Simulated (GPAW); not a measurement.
# Ballistic transport through pyrimidine-2,5-dithiol between two Al chains, cheap and dear

Wanted: the zero-bias transmission of pyrimidine-2,5-dithiol between two Al chains on a ladder of levels, with run times.

Method: GPAW LCAO, PAW setups; Landauer transmission from Green's functions with principal layers (ASE), zero bias, in GPAW 26.7.0.

This is a report of a sequence of runs, with most program output left out.

## Step 1: The starting structure

The cell holds 22 atoms: 12 Al, 2 S, 4 C, 2 N and 2 H. Cell: a = 13.384 Å, b = 9.000 Å, c = 35.947 Å, α = 90.0°, β = 90.0°, γ = 90.0°. Regions: left lead, 6 atoms (6 Al); channel, 10 atoms (2 S, 4 C, 2 N and 2 H); right lead, 6 atoms (6 Al). Vacuum lies along a and b. The structure is stacked along c, and the current runs across the ab planes.

## Step 2: GPAW, dzp

Localised orbitals split the wire into layers that couple to their neighbours alone, which is what the Green's function method needs; double zeta with polarisation is the usual level for numbers.

Contents of run.py:

```python
import json
import numpy as np
from ase import Atoms
from ase.transport.calculators import TransportCalculator
from gpaw import GPAW, FermiDirac
from gpaw.lcao.tools import get_lcao_hamiltonian
from scipy.linalg import eigh

# The junction with lead layers at both ends, along the third cell vector
device = Atoms(
    ['Al', 'Al', 'Al', 'Al', 'Al', 'Al', 'S', 'C', 'N', 'N', 'C', 'C', 'H', 'H', 'C', 'S', 'Al', 'Al', 'Al', 'Al', 'Al', 'Al'],
    positions=[
        [6.69191, 4.50000, 1.20000],
        [6.69191, 4.50000, 3.60000],
        [6.69191, 4.50000, 6.00000],
        [6.69191, 4.50000, 8.40000],
        [6.69191, 4.50000, 10.80000],
        [6.69191, 4.50000, 13.20000],
        [5.23822, 4.64171, 14.84521],
        [5.29045, 4.79725, 16.60274],
        [6.50617, 4.84366, 17.17335],
        [4.12543, 4.85979, 17.26578],
        [6.52561, 4.96260, 18.51982],
        [4.20938, 4.97736, 18.60955],
        [7.52227, 5.00753, 18.95096],
        [3.25000, 5.02987, 19.11831],
        [5.39649, 5.02780, 19.31039],
        [5.45090, 5.18989, 21.06632],
        [6.69191, 4.50000, 22.74678],
        [6.69191, 4.50000, 25.14678],
        [6.69191, 4.50000, 27.54678],
        [6.69191, 4.50000, 29.94678],
        [6.69191, 4.50000, 32.34678],
        [6.69191, 4.50000, 34.74678]],
    cell=[[13.38381, 0.0, 0.0], [0.0, 9.0, 0.0], [0.0, 0.0, 35.94678]],
    pbc=True)

# One principal layer of the lead: the first 4 atoms of the device
lead = Atoms(
    ['Al', 'Al', 'Al', 'Al'],
    positions=[
        [6.69191, 4.50000, 1.20000],
        [6.69191, 4.50000, 3.60000],
        [6.69191, 4.50000, 6.00000],
        [6.69191, 4.50000, 8.40000]],
    cell=[[13.38381, 0.0, 0.0], [0.0, 9.0, 0.0], [0.0, 0.0, 9.6]],
    pbc=True)

settings = dict(mode='lcao', basis='dzp', xc='PBE', h=0.18,
                occupations=FermiDirac(0.1), maxiter=250,
                mixer=dict(beta=0.1, nmaxold=8, weight=100.0),
                convergence=dict(density=0.0001))
energies = np.arange(-2, 2 + 1e-9, 0.05)
eta = 0.0001
n1, n2 = 1, 1
# k and -k transmit alike, so half of the mesh across the current serves
mesh = [(i, j) for i in range(n1) for j in range(n2) if (i, j) <= (-i % n1, -j % n2)]
weights = np.array([1 if (i, j) == (-i % n1, -j % n2) else 2 for i, j in mesh]) / (n1 * n2)


def ground_state(atoms, size, txt):
    atoms.calc = GPAW(kpts={'size': size, 'gamma': True}, symmetry={'tolerance': 1e-3}, txt=txt, **settings)
    atoms.get_potential_energy()
    return atoms.calc.get_fermi_level()


def blocks(atoms, fermi, points, nz, cells):
    """H - E_F S and S between cell 0 and the cells above it, at each point across the current."""
    kz = np.arange(nz) / nz
    calc = atoms.calc.fixed_density(kpts=[(*k, z) for k in points for z in kz], symmetry='off', txt=None)
    H, S = get_lcao_hamiltonian(calc)
    H = (H - fermi * S).reshape(len(H), len(points), nz, *S.shape[1:])
    S = S.reshape(H.shape[1:])
    phases = [np.exp(-2j * np.pi * kz * R) / nz for R in cells]
    return [(np.einsum('skzij,z->ksij', H, p), np.einsum('kzij,z->kij', S, p)) for p in phases]


def pair(a, b):
    return np.block([[a, b], [b.T.conj(), a]])


def count_channels(h, s, cells, nk=240):
    """Half the number of times that the lead's bands cross each energy, unfolded to its shortest repeat."""
    b = len(h) // cells
    bands = []
    for k in (np.arange(nk + 1) + 0.5) / nk:
        hk, sk = h[:b, :b].copy(), s[:b, :b].copy()
        for R in range(1, cells):
            phase, block = np.exp(2j * np.pi * k * R), slice(R * b, (R + 1) * b)
            hk += h[:b, block] * phase + (h[:b, block] * phase).T.conj()
            sk += s[:b, block] * phase + (s[:b, block] * phase).T.conj()
        w, u = eigh(sk)
        x = u[:, w > 1e-5] / w[w > 1e-5]**0.5  # drop near-dependent combinations
        bands.append(np.r_[eigh(x.T.conj() @ hk @ x, eigvals_only=True), [1e9] * (w <= 1e-5).sum()])
    below = np.array(bands)[:, :, None] < energies
    return (below[1:] != below[:-1]).sum((0, 1)) / 2


fermi_lead = ground_state(lead, (1, 1, 12), 'lead.txt')
fermi_device = ground_state(device, (1, 1, 2), 'device.txt')
T, channels, eigen, tail, misfit, shifts = [], [], [], 0.0, 0.0, []
for first in range(0, len(mesh), 229):
    points = [(i / n1, j / n2) for i, j in mesh[first:first + 229]]
    (H0k, S0k), (H1k, S1k), (H2k, _) = blocks(lead, fermi_lead, points, 5, range(3))
    [(Hk, Sk)] = blocks(device, fermi_device, points, 2, [0])
    tail = max(tail, abs(H2k).max())
    for H0, S0, H1, S1, H, S in zip(H0k, S0k, H1k, S1k, Hk, Sk):
        n = len(S0)
        # Shift the lead onto the potential of the device's first layer
        shift = ((H[:, 0, 0] - H0[:, 0, 0]) / S0[0, 0]).real.mean()
        shifts.append(shift)
        misfit = max(misfit, abs(H[:, :n, :n] - H0 - shift * S0).max())
        Tk, Ck, Ek = [], [], []
        for s in range(len(H)):
            t = s % len(H0)  # a lead without moments serves both spins
            h1, s1 = pair(H0[t] + shift * S0, H1[t] + shift * S1), pair(S0, S1)
            leads = dict(h1=h1, s1=s1, energies=energies, eta=eta, eta1=eta, eta2=eta)
            calc = TransportCalculator(h=H[s], s=S, eigenchannels=3, **leads)
            Tk.append(calc.get_transmission())
            Ek.append(np.sort(calc.eigenchannels_ne, axis=0)[::-1])
            Ck.append(count_channels(h1, s1, 8))
        T.append(Tk)
        channels.append(Ck)
        eigen.append(Ek)
T, channels = np.array(T), np.array(channels)
mean, open_channels = np.einsum('kse,k->se', T, weights), np.einsum('kse,k->se', channels, weights)

print(f'basis functions: device {len(S)}, principal layer {n}')
print(f'Fermi level: lead {fermi_lead:.4f} eV, device {fermi_device:.4f} eV; lead shifted by {np.mean(shifts):.4f} eV')
print(f'largest coupling past the next layer {tail:.2e} eV, largest misfit of the first layer {misfit:.3f} eV')
print('  E-E_F (eV)   ' + 'T (one spin)  channels')
for e, t, c in zip(energies, mean.T, open_channels.T):
    print(f'{e:10.3f}  ', *[f'{x:11.4e}' for x in t], *[f'{x:9.4f}' for x in c])

kT = 8.617333e-5 * 300
fine = np.linspace(energies[0], energies[-1], 4001)
both = np.exp(np.interp(fine, energies, np.log(np.maximum(mean.sum(0) * 2 / len(mean), 1e-30))))
fermi = lambda mu: 1 / (1 + np.exp(np.clip((fine - mu) / kT, -200, 200)))
slope = fermi(0) * (1 - fermi(0)) / kT
G = np.trapezoid(both * slope, fine) / 2
seebeck = -np.trapezoid(both * slope * fine, fine) / (2 * G * 300) * 1e6
print(f'conductance at 300 K: {G:.5g} G0 a cell; thermopower {seebeck:.4g} uV/K')
bias = [0.1, 0.2, 0.5, 1.0, 1.5, 2.0]
current = [38.74 * np.trapezoid(both * (fermi(V / 2) - fermi(-V / 2)), fine) for V in bias]
for V, I in zip(bias, current):
    print(f'current from the zero-bias T(E) at {V} V: {I:.5g} uA')
zero = abs(energies).argmin()
json.dump(dict(energies=energies.tolist(), T=mean.tolist(), channels=open_channels.tolist(), G=G, seebeck=seebeck,
               bias=bias, current=current, tail=tail, misfit=misfit, shift=np.mean(shifts), n_device=len(S), n_lead=n,
               fermi=[fermi_lead, fermi_device], energy=device.get_potential_energy(),
               moments=device.get_magnetic_moments().tolist(), mesh=mesh, weights=weights.tolist(),
               T_k=T[:, :, zero].tolist(), eigen=np.array(eigen[0]).tolist()), open('result.json', 'w'))
```

The run is started by

```
$ OMP_NUM_THREADS=1 OPENBLAS_NUM_THREADS=1 python run.py
```

Run time: 2.1 min. Hardware: 1 thread of Arm Neoverse V2, shared host; peak memory 2.3 GiB.

Numbers from this step:

| Quantity | Value |
| --- | --- |
| conductance | 0.09450 G₀ |
| thermopower | -8.581 μV/K |
| largest coupling past the next principal layer | 1.29e-15 eV |
| largest misfit of the first principal layer | 0.03843 eV |
| shift that aligns the lead | -0.003843 eV |
| basis functions of the junction | 270 |
| basis functions of a principal layer | 52 |
| transmission at the Fermi level (one spin) | 0.09586 |
| open channels of the lead at the Fermi level (one spin) | 2 |

One spin. The transmission, zone mean by energy, zero at the Fermi level:

```tsv
energy (eV)	transmission, zone mean
-2.000	0.124
-1.800	0.00546
-1.600	0.00131
-1.400	2.6e-4
-1.200	3.1e-12
-1.000	0
-0.800	0
-0.600	0
-0.400	0.00115
-0.200	0.0561
0.000	0.0959
0.200	0.104
0.400	0.124
0.600	0.178
0.800	0.167
1.000	0.144
1.200	0.186
1.400	0.236
1.450	0.476
1.600	0.434
1.800	0.684
2.000	0.954
```

Crossings of the lead's bands, unfolded to its shortest repeat. Open channels, zone mean against energy, zero at the Fermi level:

energy (eV), open channels, zone mean and a bar:
```
    -2.00       1.00 ##########
    -1.90       1.00 ##########
    -1.80       1.00 ##########
    -1.70       1.00 ##########
    -1.55       1.00 ##########
    -1.45       1.00 ##########
    -1.35       1.00 ##########
    -1.25       0.00 
    -1.15       0.00 
    -1.05       0.00 
    -0.90       0.00 
    -0.80       0.00 
    -0.70       0.00 
    -0.60       0.00 
    -0.50       0.00 
    -0.40       2.00 ####################
    -0.25       2.00 ####################
    -0.15       2.00 ####################
    -0.05       2.00 ####################
     0.00       2.00 ####################
     0.05       2.00 ####################
     0.15       2.00 ####################
     0.25       2.00 ####################
     0.40       2.00 ####################
     0.50       2.00 ####################
     0.60       2.00 ####################
     0.70       2.00 ####################
     0.80       2.00 ####################
     0.90       2.00 ####################
     1.05       3.00 ##############################
     1.15       3.00 ##############################
     1.25       3.00 ##############################
     1.35       3.00 ##############################
     1.45       3.00 ##############################
     1.55       3.00 ##############################
     1.70       3.00 ##############################
     1.80       3.00 ##############################
     1.90       3.00 ##############################
     2.00       3.00 ##############################
```

Not self-consistent under bias; the bias window is split evenly. Table of current through one cell, from the zero-bias transmission by bias:

```tsv
bias (V)	current through one cell, from the zero-bias transmission (μA)
0.100	0.729
0.200	1.44
0.500	3.37
1.000	6.07
1.500	9.41
2.000	12.4
```

The transmission of the three most open eigenchannels by energy, zero at the Fermi level:

```tsv
energy (eV)	channel 1	channel 2	channel 3
-2.000	0.124	0	0
-1.800	0.00546	0	0
-1.600	0.00131	0	0
-1.400	2.6e-4	0	0
-1.200	3.1e-12	0	0
-1.000	0	0	0
-0.800	0	0	0
-0.600	0	0	0
-0.400	0.00107	8.9e-5	0
-0.200	0.0550	0.00113	0
0.000	0.0952	6.4e-4	0
0.200	0.103	8.5e-4	0
0.400	0.116	0.00798	0
0.600	0.141	0.0366	0
0.800	0.128	0.0396	0
1.000	0.125	0.0188	2.8e-5
1.200	0.170	0.0164	1.0e-4
1.400	0.221	0.0147	1.5e-4
1.600	0.418	0.0151	4.2e-4
1.800	0.668	0.0146	6.5e-4
2.000	0.939	0.0143	9.7e-4
```

Couplings past the next layer reach 1.3e-15 eV, small enough to drop; the matrix elements of the cell's first layer differ from the bulk lead's by up to 0.038 eV. That layer keeps its own values in the calculation, and only beyond it is the lead taken as perfect. The Fermi levels of lead and junction count from different zeros of potential, one for each periodic cell; with both set to zero, the small remaining shift is what aligns them. By hand: G = 0.09450 × 77.48 μS = 7.32 μS, a resistance of 137 kΩ; at 0.1 V a linear junction would pass 0.732 μA, and the integral over the bias window gives 0.729 μA. Mott's formula, S = -(π²/3)(k_B²T/e) d ln T/dE, has the prefactor 7.33 μV/K·eV at 300 K; T = 0.08920 at -0.05 eV and 0.09984 at 0.05 eV give a slope of 1.13 per eV and S = -8.26 μV/K, beside -8.58 μV/K from the thermal integral, which interpolates the same grid.

## Step 3: Single-zeta polarised basis

One radial function a shell plus polarisation makes the matrices smaller; the question is what that costs.

Changes to run.py since step 2:

```diff
@@ -48,3 +48,3 @@
 
-settings = dict(mode='lcao', basis='dzp', xc='PBE', h=0.18,
+settings = dict(mode='lcao', basis='szp(dzp)', xc='PBE', h=0.18,
                 occupations=FermiDirac(0.1), maxiter=250,
```

Run time: 1.9 min. Hardware: 1 thread; peak memory 2.2 GiB.

This step gave:

| Item | Value |
| --- | --- |
| conductance | 0.1410 G₀ |
| thermopower | -13.07 μV/K |
| largest coupling past the next principal layer | 1.42e-15 eV |
| largest misfit of the first principal layer | 0.04097 eV |
| shift that aligns the lead | -0.006287 eV |
| basis functions of the junction | 188 |
| basis functions of a principal layer | 36 |
| transmission at the Fermi level (one spin) | 0.1426 |

One spin. Table of transmission, zone mean by energy, zero at the Fermi level:

```tsv
energy (eV)	transmission, zone mean
-2.00	0.0541
-1.85	0.00767
-1.70	0.00234
-1.60	0.00111
-1.45	2.0e-4
-1.30	5.3e-12
-1.15	0
-1.05	0
-0.90	0
-0.75	0
-0.60	0
-0.50	0
-0.35	0.0163
-0.20	0.0757
-0.05	0.129
0.00	0.143
0.05	0.153
0.20	0.182
0.35	0.254
0.45	0.307
0.50	0.301
0.60	0.248
0.75	0.186
0.90	0.259
1.00	0.637
1.05	0.397
1.15	0.480
1.30	0.684
1.45	0.917
1.55	0.997
1.60	0.992
1.70	0.897
1.85	0.668
2.00	0.473
```

Crossings of the lead's bands, unfolded to its shortest repeat. The open channels, zone mean by energy, zero at the Fermi level:

```tsv
energy (eV)	open channels, zone mean
-2.00	1
-1.85	1
-1.70	1
-1.60	1
-1.45	1
-1.30	0
-1.15	0
-1.05	0
-0.90	0
-0.75	0
-0.60	0
-0.50	0
-0.35	2
-0.20	2
-0.05	2
0.00	2
0.05	2
0.20	2
0.35	2
0.50	2
0.60	2
0.75	2
0.90	3
1.05	3
1.15	3
1.30	3
1.45	3
1.60	3
1.70	3
1.85	3
2.00	3
```

Not self-consistent under bias; the bias window is split evenly. Current through one cell, from the zero-bias transmission against bias:

```tsv
bias (V)	current through one cell, from the zero-bias transmission (μA)
0.100	1.09
0.200	2.16
0.500	5.23
1.000	10.6
1.500	15.3
2.000	20.7
```

The transmission of the three most open eigenchannels by energy, zero at the Fermi level:

```tsv
energy (eV)	channel 1	channel 2	channel 3
-2.00	0.0541	0	0
-1.85	0.00767	0	0
-1.70	0.00234	0	0
-1.60	0.00111	0	0
-1.45	2.0e-4	0	0
-1.30	5.3e-12	0	0
-1.15	0	0	0
-1.05	0	0	0
-0.90	0	0	0
-0.75	0	0	0
-0.60	0	0	0
-0.50	0	0	0
-0.35	0.0156	7.5e-4	0
-0.20	0.0736	0.00205	0
-0.05	0.127	0.00200	0
0.00	0.141	0.00188	0
0.05	0.151	0.00183	1.1e-12
0.20	0.178	0.00380	1.2e-12
0.35	0.231	0.0234	0
0.50	0.241	0.0602	0
0.60	0.193	0.0549	0
0.75	0.164	0.0218	1.1e-10
0.90	0.240	0.0190	7.3e-7
1.05	0.379	0.0183	1.0e-5
1.15	0.462	0.0180	1.9e-5
1.30	0.666	0.0180	4.0e-5
1.45	0.899	0.0182	6.9e-5
1.60	0.973	0.0186	1.1e-4
1.70	0.878	0.0189	1.4e-4
1.85	0.649	0.0195	1.9e-4
2.00	0.453	0.0200	2.4e-4
```

The conductance, 0.141 G₀, lies 49 % above that of the dzp run.

## Step 4: Minimal basis

One function for each valence shell of the setup, as for a first survey of a large system.

Changes to run.py since step 3:

```diff
@@ -48,3 +48,3 @@
 
-settings = dict(mode='lcao', basis='szp(dzp)', xc='PBE', h=0.18,
+settings = dict(mode='lcao', basis='sz(dzp)', xc='PBE', h=0.18,
                 occupations=FermiDirac(0.1), maxiter=250,
```

Elapsed: 83 s, on 1 thread; peak memory 2 GiB.

This step gave:

```
conductance                                    : 0.2085 G₀
thermopower                                    : -14.11 μV/K
largest coupling past the next principal layer : 1.59e-15 eV
largest misfit of the first principal layer    : 0.04104 eV
shift that aligns the lead                     : 0.005384 eV
basis functions of the junction                : 82
basis functions of a principal layer           : 16
transmission at the Fermi level (one spin)     : 0.2097
```

One spin. Transmission, zone mean against energy, zero at the Fermi level:

energy (eV), transmission, zone mean and a bar:
```
   -2.000       0.00 
   -1.850       0.10 ###
   -1.800       0.07 ##
   -1.600       0.00 
   -1.400       0.00 
   -1.200       0.00 
   -1.000       0.00 
   -0.800       0.00 
   -0.600       0.00 
   -0.400       0.02 
   -0.200       0.11 ###
    0.000       0.21 ######
    0.200       0.30 #########
    0.300       0.35 ##########
    0.400       0.30 #########
    0.600       0.19 ######
    0.800       0.24 #######
    1.000       0.40 ############
    1.200       0.63 ###################
    1.400       0.93 ############################
    1.500       1.01 ##############################
    1.600       0.97 #############################
    1.800       0.68 ####################
    2.000       0.43 #############
```

The conductance, 0.209 G₀, lies 121 % above that of the dzp run.

## Step 5: RPBE in the dzp basis: xc = "RPBE"

Back in the dzp basis, the functional changes from PBE to RPBE, to set the spread between functionals beside that between bases.

Changes to run.py since step 4:

```diff
@@ -48,3 +48,3 @@
 
-settings = dict(mode='lcao', basis='sz(dzp)', xc='PBE', h=0.18,
+settings = dict(mode='lcao', basis='dzp', xc='RPBE', h=0.18,
                 occupations=FermiDirac(0.1), maxiter=250,
```

The job ended after 2.1 min (1 thread; peak memory 2.3 GiB).

This step gave:

| Quantity | Value |
| --- | --- |
| conductance | 0.08868 G₀ |
| thermopower | -7.735 μV/K |
| largest coupling past the next principal layer | 1.20e-15 eV |
| largest misfit of the first principal layer | 0.03992 eV |
| shift that aligns the lead | -0.004255 eV |
| basis functions of the junction | 270 |
| basis functions of a principal layer | 52 |
| transmission at the Fermi level (one spin) | 0.08998 |

The conductance, 0.0887 G₀, lies 6.2 % below that of the dzp run.

## Step 6: Cost and result by level

Times are for 1 thread of Arm Neoverse V2, shared host. The series side by side:

```tsv
no.	run	conductance (G₀)	time	memory (GiB)
1	dzp	0.09450	2.1 min	2.3
2	szp	0.1410	1.9 min	2.2
3	sz	0.2085	83 s	2.0
4	dzp RPBE	0.08868	2.1 min	2.3
```

## Step 7: The levels side by side

The curves are compared point by point over the common energies.

This step: comparison of transmission and cost over codes and levels (GPAW 26.7.0).

Ladder, by row:

```tsv
step	code	T at the Fermi level (sum over the listed spins)	conductance (G0)	r.m.s. T(E) from the first	wall time (s)	peak memory (GiB)	threads
dzp	GPAW	0.09586	0.0945	0	126.2	2.26	1
szp	GPAW	0.1426	0.141	0.2199	111.3	2.22	1
sz	GPAW	0.2097	0.2085	0.2417	82.83	2.05	1
dzp-RPBE	GPAW	0.08998	0.08868	0.03489	126.5	2.26	1
```

Transmission, zone mean, sum over the listed spins against energy, zero at the Fermi level:

```tsv
energy (eV)	dzp	szp	sz	dzp-RPBE
-2.000	0.124	0.0541	0.00384	0.0925
-1.800	0.00546	0.00500	0.0730	0.00480
-1.600	0.00131	0.00111	1.3e-11	0.00117
-1.400	2.6e-4	1.8e-5	4.6e-13	2.3e-4
-1.200	3.1e-12	8.6e-13	8.8e-14	2.4e-12
-1.000	2.0e-13	1.3e-13	3.7e-14	1.5e-13
-0.800	5.9e-14	4.8e-14	2.7e-14	4.6e-14
-0.600	5.4e-14	4.1e-14	6.5e-14	4.4e-14
-0.400	0.00115	2.2e-10	0.0155	7.1e-4
-0.200	0.0561	0.0757	0.109	0.0542
0.000	0.0959	0.143	0.210	0.0900
0.200	0.104	0.182	0.299	0.0950
0.400	0.124	0.288	0.304	0.107
0.600	0.178	0.248	0.188	0.153
0.800	0.167	0.215	0.243	0.174
1.000	0.144	0.637	0.398	0.135
1.200	0.186	0.539	0.628	0.172
1.400	0.236	0.846	0.932	0.227
1.450	0.476	0.917	0.983	0.228
1.500	0.369	0.971	1.01	0.391
1.550	0.394	0.997	1.00	0.365
1.600	0.434	0.992	0.968	0.394
1.800	0.684	0.746	0.684	0.618
2.000	0.954	0.473	0.434	0.915
```

(Continued in part 2 of 2.)

[Logs are printed without paths, hosts, clocks, repeated set-up lines and the standing remarks that a program may print on its own settings, such as how far it seeks lower states.]

[Hosts, paths, dates, database ids (printed as entryN), source tags and the programs' standing remarks are cut or masked in the printed files.]
